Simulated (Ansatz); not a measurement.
## CrGe2As4 monolayer in a perpendicular field

What dipole does a perpendicular field induce in the CrGe2As4 monolayer? A positive field points along +c.

Method: plane-wave DFT, PBE-D3(BJ), Ansatz PAW, in Ansatz 0.2.0.

## Step 1: Starting point

The cell holds 7 atoms: 4 As, 2 Ge and 1 Cr. Cell: a = 3.730 Å, b = 3.730 Å, c = 48.178 Å, α = 90.0°, β = 90.0°, γ = 120.0°. Vacuum lies along c.

## Step 2: Relaxation

The starting cell is a guess, so the in-plane lattice and the atoms are relaxed first, with the slab cut off from its images along the normal.

input.yaml

```yaml
crystal:
  lattice:
    - [3.73, 0.0, 0.0]
    - [-1.865, 3.2302747561, 0.0]
    - [0.0, 0.0, 48.1783333188]
  atoms:
    - { symbol: As, position: [0.0, 0.0, 0.4109731208] }
    - { symbol: Ge, position: [0.3333333333, 0.6666666667, 0.4288857091] }
    - { symbol: As, position: [0.3333333333, 0.6666666667, 0.4770401354] }
    - { symbol: Cr, position: [0.0, 0.0, 0.5], spin: 1.0 }
    - { symbol: As, position: [0.3333333333, 0.6666666667, 0.5229598646] }
    - { symbol: Ge, position: [0.3333333333, 0.6666666667, 0.5711142909] }
    - { symbol: As, position: [0.0, 0.0, 0.5890268792] }
  periodic: [true, true, false]
magnetization:
  spin_polarized: true
kpoints:
  mp_grid: { grid: [12, 12, 1] }
hamiltonian:
  xc: pbe
  dispersion: d3bj
scf:
  occupations: { method: fermi_dirac, width: 0.05 }
  convergence: { dr2_threshold: 1.0e-09 }
relax:
  f_tol: 0.004
  max_steps: 90
  cell: {}
output:
  write_potential: true
  write_density: true
  volumetric_format: npy
```

Launch:

```console
ansatz run input.yaml --threads 4 --pin off --max-ram 6144MiB --backend cpu --events-out ev --progress --plain --runs-dir out
```

Numbers of over 12 decimals in the logs are rounded to 6 here.

What it wrote:

```text
Warning: relax.cell: scf.convergence.dr2_threshold = 1e-9 eV is looser than the 2.02807746359e-10 eV advised for a relaxation that steers and ends on the stress (1e-10 eV for each atom of the cell: 7, times the square of relax.cell.stress_2d_tol = 0.05 N/m over 18.6 Å (the atoms' height at the walk's start and 5 Å past either face), 2.691e-2 GPa, over a crystal's default 0.05). What an SCF threshold leaves in a stress goes as its square root, and in the free energy as the threshold itself, and one threshold admits the most on a small cell: [figures from the program's tests cut] Set scf.convergence.dr2_threshold to 2.02807746359e-10 eV or tighter. [rest of the remark cut]
Engine: ansatz 0.2.0, x86_64-unknown-linux-gnu
Pseudopotentials: kind: paw
Pseudopotential: As, paw, valence charge 15, recommended cutoff 420 eV (normal), As.paw.azcp
Pseudopotential: Ge, paw, valence charge 14, recommended cutoff 420 eV (normal), Ge.paw.azcp
Pseudopotential: Cr, paw, valence charge 14, recommended cutoff 420 eV (normal), Cr.paw.azcp
Functional definition: PBE
  parameter kappa = 0.804
  parameter beta = 0.066725
  exchange = pbe_x(kappa = kappa, mu = beta*pi^2/3)
  correlation = pbe_c(beta = beta)
Crystal: 7 atoms, lattice volume = 580.497 Å³
Basis set: ecut = 420 eV, 11393 PW (Γ), exchange–correlation on 50×50×648 points (8 copies of the dense FFT grid, shifted against one another)
Bands: 62, of which v1, the nominal top of the filled ones, is band 51 counted from 1 (50 counted from 0)
Symmetry: 12 space group operations
Space group: P-6m2 (ITA 187), of the structure as read, at distance tolerance 8.3e-5 Å
Magnetic group: BNS 187.209 (UNI 1439), of the structure as read, at distance tolerance 8.3e-5 Å
k-points: 19 of 144 (time reversal used)
Non-local potential: As, projectors of the file, l = 0: 2, l = 1: 2, l = 2: 3, l = 3: 1
Non-local potential: Ge, projectors of the file, l = 0: 2, l = 1: 2, l = 2: 3, l = 3: 1
Non-local potential: Cr, projectors of the file, l = 0: 3, l = 1: 2, l = 2: 3, l = 3: 1
PAW form: soft (Blöchl's): semilocal exchange-correlation on the pseudo side does not see the compensation charge
PAW one-centre angular grid: As, 590 points (default); XC on 64 Gauss nodes
PAW one-centre angular grid: Ge, 590 points (default); XC on 64 Gauss nodes
PAW one-centre angular grid: Cr, 590 points (default); XC on 64 Gauss nodes
Initial density: superposition of atomic densities (neutral atoms: chi_scale 0, normalization atom)
Starting moments: Σ|m| = 1 μB on 1 of 7 sites
Initial wavefunctions: pseudopotential atomic-orbital guess
Functional: x = pbe(κ = 0.804, μ = 0.219515), c = pbe(β = 0.066725)
SCF iter   1: F=—  HF=-31394.256210 eV  |F-HF|=—  |Δ(HF+E_count)|=         —  Δρ=1.93e-2 (↑1.93e-2 ↓1.79e-2)  dr2=8.53e0  dr2_m=5.63e-2  M=0.826 μB ∫|m|=0.997 μB  β_m=0.30  ethr=3.10e-3  ⟨swp⟩=13.0  Hψ=12029  notcnv=0  defer=14
Mixer restart at iter 1: flushing history
preconditioner: auto → LDOS  [metal: Δε(μ)=0.068 eV  Ē_g=9.083 eV  σ=0.050 eV  W_gap=0.32  n_scr=84 (ndim 8)  ℏωp=9.0 eV  f_vac=0.742  D(μ)=1.53/eV (n_scr^D=10)]
spin=Collinear: LDOS preconditioning applied to the charge; magnetization (m = ρ↑ − ρ↓) channel mixes plain (no charge-response kernel on spin).
SCF iter   2: F=—  HF=-31392.466350 eV  |F-HF|=—  |Δ(HF+E_count)|=    1.79e0  Δρ=9.01e-3 (↑8.09e-3 ↓9.01e-3)  dr2=1.49e0  dr2_m=4.42e-2  M=0.889 μB ∫|m|=1.064 μB  β_m=0.40  ethr=3.10e-3  ⟨swp⟩=3.9  Hψ=5590  notcnv=0  defer=152
SCF iter   3: F=—  HF=-31392.205105 eV  |F-HF|=—  |Δ(HF+E_count)|=   2.61e-1  Δρ=3.92e-3 (↑3.15e-3 ↓3.92e-3)  dr2=1.53e-1  dr2_m=2.11e-2  M=0.928 μB ∫|m|=1.114 μB  β_m=0.58  ethr=1.46e-3  ⟨swp⟩=2.7  Hψ=3173  notcnv=0  defer=150
SCF iter   4: F=—  HF=-31392.226554 eV  |F-HF|=—  |Δ(HF+E_count)|=         —  Δρ=1.54e-3 (↑1.54e-3 ↓1.54e-3)  dr2=3.41e-3  dr2_m=1.16e-2  M=1.007 μB ∫|m|=1.249 μB  β_m=0.58  ethr=1.50e-4  ⟨swp⟩=3.4  Hψ=5502  notcnv=0  defer=141
SCF iter   5: F=—  HF=-31392.228068 eV  |F-HF|=—  |Δ(HF+E_count)|=   1.51e-3  Δρ=1.13e-3 (↑1.13e-3 ↓8.62e-4)  dr2=9.32e-4  dr2_m=5.07e-3  M=1.029 μB ∫|m|=1.285 μB  β_m=0.79  ethr=3.34e-6  ⟨swp⟩=3.5  Hψ=5128  notcnv=0  defer=141
SCF iter   6: F=—  HF=-31392.228759 eV  |F-HF|=—  |Δ(HF+E_count)|=   6.91e-4  Δρ=2.32e-4 (↑1.74e-4 ↓2.32e-4)  dr2=2.49e-3  dr2_m=3.62e-5  M=1.052 μB ∫|m|=1.331 μB  β_m=0.68  ethr=9.14e-7  ⟨swp⟩=3.3  Hψ=5144  notcnv=0  defer=141
SCF iter   7: F=—  HF=-31392.228201 eV  |F-HF|=—  |Δ(HF+E_count)|=   5.58e-4  Δρ=1.01e-4 (↑4.95e-5 ↓1.01e-4)  dr2=8.53e-5  dr2_m=2.09e-5  M=1.059 μB ∫|m|=1.340 μB  β_m=0.71  ethr=9.14e-7  ⟨swp⟩=3.0  Hψ=4866  notcnv=0  defer=141
SCF iter   8: F=—  HF=-31392.228237 eV  |F-HF|=—  |Δ(HF+E_count)|=   3.60e-5  Δρ=4.61e-5 (↑4.27e-5 ↓4.61e-5)  dr2=7.73e-6  dr2_m=9.80e-6  M=1.061 μB ∫|m|=1.344 μB  β_m=0.82  ethr=8.37e-8  ⟨swp⟩=3.2  Hψ=4790  notcnv=0  defer=141
SCF iter   9: F=—  HF=-31392.508063 eV  |F-HF|=—  |Δ(HF+E_count)|=         —  Δρ=1.49e-2 (↑1.49e-2 ↓1.32e-2)  dr2=1.80e-2  dr2_m=1.05e0  M=2.181 μB ∫|m|=2.482 μB  β_m=1.00  ethr=7.57e-9  ⟨swp⟩=3.0  Hψ=4892  notcnv=0  defer=141
Mixer restart at iter 9: flushing history
SCF iter  10: F=—  HF=-31392.270397 eV  |F-HF|=—  |Δ(HF+E_count)|=         —  Δρ=1.55e-3 (↑9.68e-4 ↓1.55e-3)  dr2=2.32e-3  dr2_m=7.92e-3  M=2.231 μB ∫|m|=2.633 μB  β_m=0.82  ethr=4.90e-5  ⟨swp⟩=3.5  Hψ=4885  notcnv=0  defer=142
SCF iter  11: F=—  HF=-31392.273464 eV  |F-HF|=—  |Δ(HF+E_count)|=   3.07e-3  Δρ=1.29e-3 (↑1.29e-3 ↓4.55e-4)  dr2=4.36e-3  dr2_m=3.89e-3  M=2.257 μB ∫|m|=2.691 μB  β_m=0.91  ethr=2.27e-6  ⟨swp⟩=3.2  Hψ=5476  notcnv=0  defer=143
SCF iter  12: F=—  HF=-31392.272793 eV  |F-HF|=—  |Δ(HF+E_count)|=   6.71e-4  Δρ=3.29e-4 (↑3.29e-4 ↓3.09e-4)  dr2=1.85e-3  dr2_m=2.61e-5  M=2.250 μB ∫|m|=2.692 μB  β_m=0.85  ethr=2.27e-6  ⟨swp⟩=3.0  Hψ=5182  notcnv=0  defer=137
SCF iter  13: F=—  HF=-31392.272537 eV  |F-HF|=—  |Δ(HF+E_count)|=   2.55e-4  Δρ=3.75e-5 (↑3.75e-5 ↓1.43e-5)  dr2=1.95e-5  dr2_m=2.53e-6  M=2.256 μB ∫|m|=2.708 μB  β_m=0.80  ethr=1.81e-6  ⟨swp⟩=2.9  Hψ=4790  notcnv=0  defer=140
SCF iter  14: F=—  HF=-31392.272529 eV  |F-HF|=—  |Δ(HF+E_count)|=   8.58e-6  Δρ=1.46e-5 (↑1.10e-5 ↓1.46e-5)  dr2=3.12e-6  dr2_m=2.93e-7  M=2.257 μB ∫|m|=2.708 μB  β_m=0.76  ethr=1.91e-8  ⟨swp⟩=3.8  Hψ=4634  notcnv=0  defer=140
SCF iter  15: F=—  HF=-31392.272528 eV  |F-HF|=—  |Δ(HF+E_count)|=   4.94e-7  Δρ=3.90e-6 (↑3.90e-6 ↓3.24e-6)  dr2=3.49e-8  dr2_m=6.08e-8  M=2.257 μB ∫|m|=2.709 μB  β_m=0.80  ethr=3.06e-9  ⟨swp⟩=3.0  Hψ=4873  notcnv=0  defer=140
[...]
Initial wavefunctions: pseudopotential atomic-orbital guess (no wavefunctions were taken with the density)
iter 1 solved again at ethr=7.18e-7 eV; its pass at ethr=3.10e-3 eV (dr2=7.32e-4 eV) is discarded
SCF iter   1: F=—  HF=-31394.502577 eV  |F-HF|=—  |Δ(HF+E_count)|=         —  Δρ=6.62e-6 (↑6.46e-6 ↓6.62e-6)  dr2=4.04e-7  dr2_m=3.86e-8  M=1.950 μB ∫|m|=2.761 μB  β_m=0.65  ethr=7.18e-7  ⟨swp⟩=5.6  Hψ=19474  notcnv=0
eigensolver tolerance schedule: the retry pair's looser diagonalisation over-reported the residual by 1812.05 of it (diagonalisation noise at 0.72 of the residual, at the tolerance the schedule requests for it); recorded, not acted on — ethr = c·dr2/N_el stays at c = 1.0e-1
preconditioner: auto → LDOS  [metal: Δε(μ)=0.113 eV  Ē_g=8.134 eV  σ=0.050 eV  W_gap=0.49  n_scr=24 (ndim 8)  ℏωp=9.1 eV  f_vac=0.719  D(μ)=1.09/eV (n_scr^D=8)]
spin=Collinear: LDOS preconditioning applied to the charge; magnetization (m = ρ↑ − ρ↓) channel mixes plain (no charge-response kernel on spin).
SCF iter   2: F=—  HF=-31394.502691 eV  |F-HF|=—  |Δ(HF+E_count)|=   1.14e-4  Δρ=3.96e-6 (↑3.75e-6 ↓3.96e-6)  dr2=1.79e-7  dr2_m=2.38e-9  M=1.950 μB ∫|m|=2.761 μB  β_m=0.46  ethr=3.96e-10  ⟨swp⟩=4.2  Hψ=6762  notcnv=0
SCF iter   3: F=—  HF=-31394.502691 eV  |F-HF|=—  |Δ(HF+E_count)|=   2.69e-9  Δρ=1.88e-6 (↑1.68e-6 ↓1.88e-6)  dr2=4.70e-8  dr2_m=9.45e-10  M=1.950 μB ∫|m|=2.761 μB  β_m=0.53  ethr=1.75e-10  ⟨swp⟩=2.4  Hψ=4162  notcnv=0
SCF iter   4: F=—  HF=-31394.502691 eV  |F-HF|=—  |Δ(HF+E_count)|=   3.95e-8  Δρ=8.89e-7 (↑7.34e-7 ↓8.89e-7)  dr2=3.57e-8  dr2_m=3.91e-10  M=1.950 μB ∫|m|=2.761 μB  β_m=0.46  ethr=4.61e-11  ⟨swp⟩=3.0  Hψ=3425  notcnv=0
SCF iter   5: F=—  HF=-31394.502691 eV  |F-HF|=—  |Δ(HF+E_count)|=   7.97e-9  Δρ=3.50e-7 (↑2.60e-7 ↓3.50e-7)  dr2=5.41e-10  dr2_m=2.53e-10  M=1.950 μB ∫|m|=2.761 μB  β_m=0.52  ethr=3.50e-11  ⟨swp⟩=2.7  Hψ=3007  notcnv=0
SCF iter   6: F=-31394.502691 eV  HF=-31394.502691 eV  |F-HF|=3.90e-9  |Δ(HF+E_count)|=   6.04e-9  Δρ=1.83e-7 (↑1.83e-7 ↓8.26e-8)  dr2=3.88e-10  dr2_m=5.37e-11  M=1.950 μB ∫|m|=2.761 μB  ethr=1.00e-12  ⟨swp⟩=10.2  Hψ=17396  notcnv=0
WARN: dispersion: an atom stands within reach of a switch of its C6 between two reference coordination numbers of its element: through that C6 alone, e_disp changes by 0.025 eV or more while the distances to its neighbours run over a stretch of 0.05 Å that contains this geometry (sites counted from 0 in the run's list of atoms or, in a supercell that it derives, in that cell's: here a list of 7) — site 3 (Cr): coordination number 6.055 (about 5.91 to 6.20 with every neighbour 0.05 Å farther or nearer), switch near 6.223 between the references 1.827 (weight 1.00) and 10.619 (weight 0.00), e_disp changing by some 0.04 eV. [rest of the remark cut]
SCF 9 converged in 6 iterations: F = -31394.502691 eV  dr2 = 3.88e-10
relax step   9: F+E_penalty+E_count = -31394.50269058 eV  Δ(F+E_penalty+E_count) = +7.897e-4 eV  max|allowed force component| = 2.973e-3 eV/Å  Δτ_max = 0.0000 Å  P = -0.004 N/m  Ω = 561.998 Å³  fix = [c, alpha, beta]  reactions: c +0.000 N/m  stress off target by 4.46e-3 N/m on what of the cell is left free  SCF on the basis re-selected at this cell (its energy is not comparable with the rows above)  (6 SCF iters)
basis re-selected at this cell: Δ(F+E_penalty+E_count) = +7.897e-4 eV, ΔP = -0.009 N/m vs the last step (what re-selecting the basis moved, of the pressure what is left beyond the Pulay correction that the steps carried, after the strain that the cell walked since its last selection, with what the two solves' SCF thresholds leave and, on support functions, any second-order correction that the steps lacked; it is no m [...]
WARN: The output density's exchange-correlation potential varies sharply where the density is thin. Do not read a vacuum level from v_tot or v_xc, or from such a field of the output density. On a cell that repeats whose density bears no net charge and no dipole along the vacuum's axis use v_es (v_loc + v_h of the components); under efield.dipole_correction with no amplitude use v_es + v_field, which holds any externa [...]
SCF converged after 6 iterations
Magnetization: 1.9502 μB (51.9751 up, 50.0249 down)
Absolute magnetization: 2.7530 μB (∫|ρ↑−ρ↓|, with the PAW one-centre terms)
Spin contamination: 0.1558 ħ² per cell (⟨S²⟩ above its minimum at these occupations)
Per-site moments (μB) at R_I (Å): [(-0.00646745, 1.000462), (0.00913067, 1.000462), (-0.114146, 1.008226), (2.063148, 1.037519), (-0.114146, 1.008226), (0.00913067, 1.000462), (-0.00646745, 1.000462)]
Free energy (F): -31394.502691 eV
Harris-Foulkes:  -31394.502691 eV  (|F-HF|=3.90e-9)
Internal energy: -31394.492524 eV  (E = F + TS)
E sigma→0 (E₀):  -31394.497607 eV
Entropy (-TS):   -0.010167 eV (-1.452 meV/atom)
Fermi energy:    -4.784122 eV
--- Per-component energies (eV) ---
  E_band       = -2969.168912
  E_kinetic    = 977.860772
  E_local      = -663755.383606  (includes V_loc(G=0)·N_el)
  E_nonlocal   = -1763.169089
  E_hartree    = 331067.081941
  E_xc         = -606.961117
  E_vxc        = -623.253052  (∫ρ·V_xc dr)
  E_paw        = -12577.322138  (= ΣΔE_a)
  E_vpaw       = 60.619063  (= ΣTr[D̂ρ^β])
  E_aug_tail   = 0.000941  (compensation charges beyond the density's cutoff)
  E_ewald      = 315265.806309
  E_disp       = -2.406538  (pairwise vdW)
  E_smearing   = -0.010167  (= −TS)
  E_closure    = -0.000000  (closes the sum)
  Σ components = -31394.502691   (vs F -31394.502691, Δ=0.00e0)
--- Forces (eV/Å), atoms counted from 1 ---
  atom   1  As    -0.00000000    -0.00000000    -0.00297254
  atom   2  Ge    -0.00000000    -0.00000000     0.00212015
  atom   3  As     0.00000000    -0.00000000     0.00142938
  atom   4  Cr     0.00000000    -0.00000000     0.00000000
  atom   5  As     0.00000000    -0.00000000    -0.00142938
  atom   6  Ge     0.00000000     0.00000000    -0.00212015
  atom   7  As    -0.00000000    -0.00000000     0.00297254
  max |Σ_I F_I| component: 8.21e-17 eV/Å
--- 2D stress c σ (N/m, compression-positive) ---
       -0.004458       0.000000       0.000000
        0.000000      -0.004458       0.000000
        0.000000       0.000000       0.000000
  P = ½ c Tr σ = -0.0045 N/m
--- Band table (eV; the first three rows and the last of 38) ---
  k-point 0 ↑: bands = [... 47 lower, -5.1576, -5.1576, -5.1421, -5.1421, -3.0769, -2.8155, -2.5189, -2.5189, ... 7 higher]
  k-point 1 ↑: bands = [... 47 lower, -5.6705, -5.5029, -5.3555, -5.3325, -3.0548, -2.7521, -2.6633, -2.4937, ... 7 higher]
  k-point 2 ↑: bands = [... 47 lower, -5.8200, -5.7964, -5.7500, -5.5442, -3.7883, -3.3595, -3.0816, -2.4823, ... 7 higher]
  k-point 18 ↓: bands = [... 47 lower, -7.1645, -6.5424, -5.8996, -4.0271, -3.7393, -3.3184, -3.2279, -3.0233, ... 7 higher]
  the weakly bound empty levels are not read free of the cell's end (no_gap_told)
--- Relaxed structure (8 steps of the walk, 8 accepted, 1 SCFs on fresh bases) ---
  F+E_penalty+E_count = -31394.50269058 eV   max|allowed force component| = 2.973e-3 eV/Å   (the final SCF, on the basis selected at the relaxed cell)
  cell:  # Å, volume = 561.9980 Å³
    - [3.670086, 0.0, 0.0]
    - [-1.835043, 3.178387, 0.0]
    - [0.0, 0.0, 48.1783333188]
  atoms:
    - { symbol: As, position: [1.057355261855499e-17, -5.1357255561990634e-17, 0.396647] }
    - { symbol: Ge, position: [0.333333, 0.666667, 0.421141] }
    - { symbol: As, position: [0.333333, 0.666667, 0.471873] }
    - { symbol: Cr, position: [1.057355261855499e-17, -5.1357255561990634e-17, 0.5] }
    - { symbol: As, position: [0.333333, 0.666667, 0.528127] }
    - { symbol: Ge, position: [0.333333, 0.666667, 0.578859] }
    - { symbol: As, position: [1.057355261855499e-17, -5.1357255561990634e-17, 0.603353] }
```

Run time: 4.7 min. Hardware: 4 threads of Intel Xeon Platinum 8375C at 2.90GHz (Ice Lake), shared host; peak memory 2.1 GiB; 18 min of CPU time.

Step by step:

| step | energy less that of the first step (eV) | largest force component (eV/Å) | volume (Å³) |
| --- | --- | --- | --- |
| 1 | 0.0000 | 4.4272 | 580.50 |
| 2 | -1.3064 | 1.5568 | 592.81 |
| 3 | -1.8454 | 0.7768 | 582.66 |
| 4 | -2.1688 | 0.6154 | 566.74 |
| 5 | -2.2266 | 0.1318 | 560.26 |
| 6 | -2.2307 | 0.0102 | 560.30 |
| 7 | -2.2309 | 0.0064 | 561.19 |
| 8 | -2.2310 | 0.0029 | 562.00 |
| 9* | -2.2302 | 0.0030 | 562.00 |

Relaxation steps marked * repeat the geometry before them on a plane-wave basis chosen anew for their cell, so energy and pressure can jump there.

The run keeps the 12 symmetry operations that it works with, so distortions that break them were not tested.

| cell as run | before | after | change |
| --- | --- | --- | --- |
| a (Å) | 3.730 | 3.670 | -1.6 % |
| b (Å) | 3.730 | 3.670 | -1.6 % |

The atoms that moved most (Å, along periodic axes as changes of fractional coordinates times the final cell, across vacuum about the mean position):

| atom | dx | dy | dz | length |
| --- | --- | --- | --- | --- |
| As7 | 0.000 | 0.000 | 0.690 | 0.690 |
| As1 | 0.000 | 0.000 | -0.690 | 0.690 |
| Ge6 | 0.000 | 0.000 | 0.373 | 0.373 |
| Ge2 | 0.000 | 0.000 | -0.373 | 0.373 |
| As5 | 0.000 | 0.000 | 0.249 | 0.249 |
| As3 | 0.000 | 0.000 | -0.249 | 0.249 |

The relaxed structure:

```cif
data_structure
_symmetry_space_group_name_H-M 'P 1'
_symmetry_Int_Tables_number 1
_cell_length_a 3.6701
_cell_length_b 3.6701
_cell_length_c 48.1783
_cell_angle_alpha 90.000
_cell_angle_beta 90.000
_cell_angle_gamma 120.000
_cell_volume 562.00
loop_
_atom_site_label
_atom_site_type_symbol
_atom_site_fract_x
_atom_site_fract_y
_atom_site_fract_z
_atom_site_occupancy
As1 As 0.00000 0.00000 0.39665 1
Ge2 Ge 0.33333 0.66667 0.42114 1
As3 As 0.33333 0.66667 0.47187 1
Cr4 Cr 0.00000 0.00000 0.50000 1
As5 As 0.33333 0.66667 0.52813 1
Ge6 Ge 0.33333 0.66667 0.57886 1
As7 As 0.00000 0.00000 0.60335 1
```

Numbers from this step:

```yaml
energy_at_zero_smearing: -31394.4976 eV
total_moment: 1.950 μB
site_moments: -0.006467, 0.009131, -0.1141, 2.063, -0.1141, 0.009131, -0.006467 μB
```

Site moment by atom:

| atom | site moment (μB) |
| --- | --- |
| As1 | -0.01 |
| Ge2 | 0.01 |
| As3 | -0.11 |
| Cr4 | 2.06 |
| As5 | -0.11 |
| Ge6 | 0.01 |
| As7 | -0.01 |

The lattice constant a goes from 3.730 to 3.670 Å.

(Continued in part 2 of 2.)

[Logs are printed without paths, hosts, clocks, repeated set-up lines and the standing remarks that a program may print on its own settings, such as how far it seeks lower states.]

[Hosts, paths, dates, database ids (printed as entryN), source tags and the programs' standing remarks are cut or masked in the printed files.]

[Maps of the electrostatic potential energy from Ansatz leave out the sawtooth potential of an applied field or a dipole correction, so their vacuum need not be flat; planar profiles and work functions include it.]
